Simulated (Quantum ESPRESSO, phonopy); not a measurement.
# KF (Fm-3m): a volume series of phonon spectra, part 2 of 2

Wanted: mode Grüneisen parameters of KF and a free-energy fit over volumes.

Experimental results on record:
- volume expansion coefficient 104.4 1e-6/K and heat capacity C_P per formula unit 49 J/mol/K near room temperature (given in “High-Throughput Prediction of Finite-Temperature Properties using the Quasi-Harmonic Approximation”, 2016, arXiv:1603.06924)
- volume expansion coefficient 95.1 1e-6/K near room temperature (given in “Descriptors for thermal expansion in solids”, 2017, arXiv:1701.03966)

Quantum ESPRESSO 7.5; DFT LDA, scalar-relativistic, plane waves, GBRV ultrasoft pseudopotentials.

So far. Step 17 (Ground state at this cell, V/V0 1.03): The run ends at a pressure of -1.45 GPa. Step 18 (Zone-centre response): The Born charges sum to zero within 0.0054 e; the rest is removed before use. Acoustic frequencies in this log differ from zero by the error of the sum rule, which ph.x does not impose.

### 19. Forces on a displaced cell

System of this step: KF. The cell holds 54 atoms: 27 K and 27 F. Its edges and angles: a = 11.053 Å, b = 11.053 Å, c = 11.053 Å, α = 60.0°, β = 60.0°, γ = 60.0°. It derives from KF, repeated 3×3×3.

File disp-00001.in:

```
 &control
    calculation='scf',
    prefix='x',
    outdir='./tmp',
    pseudo_dir='./pseudo',
    tprnfor=.true.,
    disk_io='none',
 /
 &system
    ibrav=0,
    nat=54,
    ntyp=2,
    ecutwfc=45.0,
    ecutrho=270.0,
    occupations='fixed',
    nbnd=218,
 /
 &electrons
    conv_thr=1.0d-11,
    mixing_beta=0.7,
    electron_maxstep=100,
 /
ATOMIC_SPECIES
 K      39.0983  K.upf
 F      18.9984  F.upf
CELL_PARAMETERS angstrom
     0.000000000    7.815551020    7.815551020
     7.815551020    0.000000000    7.815551020
     7.815551020    7.815551020    0.000000000
ATOMIC_POSITIONS crystal
 K      0.001809487   0.000000000   0.000000000
 K      0.333333333   0.000000000   0.000000000
 K      0.666666667   0.000000000   0.000000000
 K      0.000000000   0.333333333   0.000000000
 K      0.333333333   0.333333333   0.000000000
 K      0.666666667   0.333333333   0.000000000
 K      0.000000000   0.666666667   0.000000000
 K      0.333333333   0.666666667   0.000000000
[... 42 atom lines left out ...]
 F      0.833333333   0.500000000   0.833333333
 F      0.166666667   0.833333333   0.833333333
 F      0.500000000   0.833333333   0.833333333
 F      0.833333333   0.833333333   0.833333333
K_POINTS automatic
 2 2 2 0 0 0
```

Run with:

```sh
> OMP_NUM_THREADS=1 mpirun -n 4 pw.x -nk 4 -in disp-00001.in > disp-00001.out
```

Run time: 25 min. Hardware: 4 MPI ranks of Intel Xeon at 2.70GHz, shared host.

Residual by cycle:

cycle, log10 residual and a bar from the least value:
```
        1        0.6 #############################
        2        0.9 ##############################
        4       -0.9 ########################
        5       -2.4 ###################
        6       -2.0 ####################
        7       -2.6 ###################
        9       -5.4 #########
       10       -6.3 ######
       11       -5.2 ##########
       12       -6.8 #####
       14       -8.0 #
       15       -8.2
```

The run was cut off at its time limit.

After 15 cycles the residual stands at 5.9e-9.

### 20. Self-consistent run, V/V0 0.97

System of this step: KF. The structure is cubic, space group Fm-3m (No. 225). Conventional cell: a = 5.107 Å, b = 5.107 Å, c = 5.107 Å, α = 90.00°, β = 90.00°, γ = 90.00°. K has 6 F at 2.55 Å nearest. Nearest to F lie 6 K at 2.55 Å. Farther neighbours and most contacts between anions are not listed.

The cell differs from the one that the last finished run ended in (a 3.684 → 3.611 Å, b 3.684 → 3.611 Å, c 3.684 → 3.611 Å).

File scf.in:

```
 &control
    calculation='scf',
    prefix='x',
    outdir='./tmp',
    pseudo_dir='./pseudo',
    tprnfor=.true.,
    tstress=.true.,
 /
 &system
    ibrav=0,
    nat=2,
    ntyp=2,
    ecutwfc=45.0,
    ecutrho=270.0,
    occupations='fixed',
    nbnd=10,
 /
 &electrons
    conv_thr=1.0d-12,
    mixing_beta=0.7,
    electron_maxstep=100,
 /
ATOMIC_SPECIES
 K      39.0983  K.upf
 F      18.9984  F.upf
CELL_PARAMETERS angstrom
     0.000000000    2.553582250    2.553582250
     2.553582250    0.000000000    2.553582250
     2.553582250    2.553582250    0.000000000
ATOMIC_POSITIONS crystal
 K      0.000000000   0.000000000   0.000000000
 F      0.500000000   0.500000000   0.500000000
K_POINTS automatic
 8 8 8 0 0 0
```

Run with:

```sh
> OMP_NUM_THREADS=1 mpirun -n 8 pw.x -nk 8 -in scf.in > scf.out
```

Elapsed: 3.1 s, on 8 MPI ranks; 22 s of CPU time.

The run ends at a pressure of 1.20 GPa.

### 21. Born charges and dielectric tensor

File ph.in:

```
phonons
 &inputph
    prefix='x',
    outdir='./tmp',
    fildyn='x.dyn',
    tr2_ph=1.0d-18,
    epsil=.true.,
 /
0.000000000 0.000000000 0.000000000
```

scf.in is that of step 20.

Run with:

```sh
> OMP_NUM_THREADS=1 mpirun -n 8 ph.x -nk 8 -in ph.in > ph.out
```

Run time: 28 s. Hardware: 8 MPI ranks; 3.7 min of CPU time.

The Born charges sum to zero within 0.0055 e; the rest is removed before use. Acoustic frequencies in this log differ from zero by the error of the sum rule, which ph.x does not impose.

### 22. Forces on a displaced cell

System of this step: KF. The cell holds 54 atoms: 27 K and 27 F. Its edges and angles: a = 10.834 Å, b = 10.834 Å, c = 10.834 Å, α = 60.0°, β = 60.0°, γ = 60.0°. It derives from KF, repeated 3×3×3.

disp-00001.in: that of step 19 with these lines changed.

```diff
@@ -26,7 +26,7 @@
 CELL_PARAMETERS angstrom
-     0.000000000    7.815551020    7.815551020
-     7.815551020    0.000000000    7.815551020
-     7.815551020    7.815551020    0.000000000
+     0.000000000    7.660746751    7.660746751
+     7.660746751    0.000000000    7.660746751
+     7.660746751    7.660746751    0.000000000
 ATOMIC_POSITIONS crystal
- K      0.001809487   0.000000000   0.000000000
+ K      0.001846052   0.000000000   0.000000000
  K      0.333333333   0.000000000   0.000000000
```

Run with:

```sh
> OMP_NUM_THREADS=1 mpirun -n 4 pw.x -nk 4 -in disp-00001.in > disp-00001.out
```

Run time: 22 min. Hardware: 4 MPI ranks.

Residual by cycle:

cycle, log10 residual and a bar from the least value:
```
        1        0.5 ##############################
        2        0.4 ##############################
        3       -1.7 #######################
        4       -1.6 ########################
        5       -1.8 #######################
        6       -2.6 #####################
        8       -4.5 ###############
        9       -6.6 #########
       10       -7.5 ######
       11       -7.5 ######
       12       -8.0 #####
       13       -9.6
```

The run was cut off at its time limit.

After 13 cycles the residual stands at 2.7e-10.

### 23. Self-consistent run, V/V0 1.05

System of this step: KF. Symmetry: Fm-3m, No. 225, cubic system. The conventional cell has a = 5.244 Å, b = 5.244 Å, c = 5.244 Å, α = 90.00°, β = 90.00°, γ = 90.00°. K has 6 F at 2.62 Å nearest. Nearest to F lie 6 K at 2.62 Å. Farther neighbours and most contacts between anions are not listed.

The cell differs from the one that the last finished run ended in (a 3.611 → 3.708 Å, b 3.611 → 3.708 Å, c 3.611 → 3.708 Å).

scf.in: that of step 21 with these lines changed.

```diff
@@ -26,5 +26,5 @@
 CELL_PARAMETERS angstrom
-     0.000000000    2.553582250    2.553582250
-     2.553582250    0.000000000    2.553582250
-     2.553582250    2.553582250    0.000000000
+     0.000000000    2.621937726    2.621937726
+     2.621937726    0.000000000    2.621937726
+     2.621937726    2.621937726    0.000000000
 ATOMIC_POSITIONS crystal
```

Run with:

```sh
> OMP_NUM_THREADS=1 mpirun -n 8 pw.x -nk 8 -in scf.in > scf.out
```

It took 4.1 s on 8 MPI ranks.

The run ends at a pressure of -2.14 GPa.

### 24. Born charges and dielectric tensor

ph.in is that of step 21.

scf.in is that of step 23.

Run with:

```sh
> OMP_NUM_THREADS=1 mpirun -n 8 ph.x -nk 8 -in ph.in > ph.out
```

It took 25 s on 8 MPI ranks; 3.3 min of CPU time.

The Born charges sum to zero within 0.0053 e; the rest is removed before use. Acoustic frequencies in this log differ from zero by the error of the sum rule, which ph.x does not impose.

### 25. A displaced supercell

System of this step: KF. The cell holds 54 atoms: 27 K and 27 F. Its edges and angles: a = 11.124 Å, b = 11.124 Å, c = 11.124 Å, α = 60.0°, β = 60.0°, γ = 60.0°. It derives from KF, repeated 3×3×3.

disp-00001.in: that of step 22 with these lines changed.

```diff
@@ -26,7 +26,7 @@
 CELL_PARAMETERS angstrom
-     0.000000000    7.660746751    7.660746751
-     7.660746751    0.000000000    7.660746751
-     7.660746751    7.660746751    0.000000000
+     0.000000000    7.865813179    7.865813179
+     7.865813179    0.000000000    7.865813179
+     7.865813179    7.865813179    0.000000000
 ATOMIC_POSITIONS crystal
- K      0.001846052   0.000000000   0.000000000
+ K      0.001797924   0.000000000   0.000000000
  K      0.333333333   0.000000000   0.000000000
```

Run with:

```sh
> OMP_NUM_THREADS=1 mpirun -n 4 pw.x -nk 4 -in disp-00001.in > disp-00001.out
```

The job ended after 18 min (4 MPI ranks).

Residual by cycle:

cycle, log10 residual and a bar from the least value:
```
        1        0.6 #############################
        2        0.9 ##############################
        3       -0.5 #########################
        4       -1.0 #######################
        5       -2.6 #################
        6       -2.0 ###################
        7       -2.9 ################
        8       -3.7 #############
        9       -5.3 #######
       10       -5.7 #####
       11       -7.2 
       12       -7.2
```

The run was cut off at its time limit.

After 12 cycles the residual stands at 6.0e-8.

### 26. How the modes move with volume

This step: DFT LDA, scalar-relativistic, plane waves, GBRV ultrasoft pseudopotentials (phonopy 4.10.0).

Numbers from this step:

```
share of modes with a negative Grüneisen parameter : 0.113
```

Mean Grüneisen, by row:

```tsv
T (K)	heat-capacity-weighted mean	root mean square
50	0.938	1.493
100	1.324	1.707
200	1.446	1.77
300	1.468	1.781
500	1.48	1.786
800	1.484	1.788
```

Mean mode Grueneisen parameter against wavenumber:

```tsv
wavenumber (cm⁻¹)	mean mode Grueneisen parameter
6	-
17	-1.67
39	0.298
51	-0.0977
73	0.155
84	0.231
96	0.211
118	0.957
130	1.44
141	0.924
163	0.771
175	1.2
197	2.18
208	2.36
220	2.49
242	1.66
254	1.43
265	1.29
287	1.19
299	1.19
321	1.21
332	1.22
```

Volume series, by row:

```tsv
V/V0	V (Å³/atom)	pressure (GPa)	E - E0 (meV/atom)	gap (eV)	zero-point energy (meV/atom)	lowest on the path (cm⁻¹)	highest at Gamma without the LO-TO term (cm⁻¹)
0.985	16.91	0.445	0.726	6.449	34.02	0	219.8
1	17.17	-0.245	0	6.361	33.19	0	211.9
1.015	17.42	-0.871	0.362	6.276	32.37	0	204.2
```

Table of optical frequency at Gamma without the LO-TO term, mode 4 by V/V0:

```tsv
V/V0	optical frequency at Gamma without the LO-TO term, mode 4 (cm⁻¹)
0.9850	220
1.0000	212
1.0150	204
```

Grüneisen at points, by row:

```tsv
point	branch	frequency (cm⁻¹)	mode Grüneisen parameter
Γ	4	211.9	2.45
Γ	6	339.3	1.24
X	1	88.8	-1.33
X	3	167.4	-0.58
X	4	218	2.59
X	6	225.5	2.59
U	1	112	0.65
U	2	151.1	-0.56
U	3	152	0.71
U	4	208.9	2.5
U	5	225.5	2.56
U	6	229.5	2.09
K	1	112	0.65
K	2	151.1	-0.56
K	3	152	0.71
K	4	208.9	2.5
K	5	225.5	2.56
K	6	229.5	2.09
L	1	130.3	2.26
L	3	196.4	2.18
L	5	210.9	1.24
L	6	277.6	1.25
W	1	135.5	-0.65
W	3	152.1	1.84
W	4	214.1	1.86
W	5	224.5	2.56
```

The printed pressures lie 0.34 GPa below −dE/dV of the same runs on average, in a series that spans 1.3 GPa: energy and stress disagree, as they do when the basis is incomplete, so the pressures are not converged, and volume, bulk modulus and expansion from the fit are rough.

### 27. Summary of results

```json
{"mean mode Grüneisen parameter at 300 K": "1.47"}
```

Too few volumes were finished for a free-energy fit, so no expansion is given. The heat-capacity-weighted Grüneisen parameter goes from 0.938 at 50 K to 1.48 at 800 K; 11 % of the modes stiffen on expansion. Weighting γ by the density of states and each mode's heat capacity at 300 K, modes below 110 cm⁻¹ give about 3 % of the sum of γC that drives the expansion, those up to 230 cm⁻¹ 83 % and the rest 14 %. Among the labelled points γ is largest for branch 4 at X (218 cm⁻¹, 2.6) and most negative for branch 1 at X (88.8 cm⁻¹, -1.3). The printed pressures lie 0.34 GPa below −dE/dV of the same runs on average, in a series that spans 1.3 GPa: energy and stress disagree, as they do when the basis is incomplete, so the pressures are not converged, and volume, bulk modulus and expansion from the fit are rough. The supercell is 8.9 Å across at its narrowest and was not tested against a larger one: only its own wavevectors are exact, and acoustic branches between them, with the entropy at low temperature, can be off.

[Logs are printed without paths, hosts, clocks, repeated set-up lines and the standing remarks that a program may print on its own settings, such as how far it seeks lower states.]

[Hosts, paths, dates, database ids (printed as entryN), source tags and the programs' standing remarks are cut or masked in the printed files.]

[A step with changed settings may run another functional than the one named; its input shows which.]

[Of the runs on displaced cells, only some may be shown.]
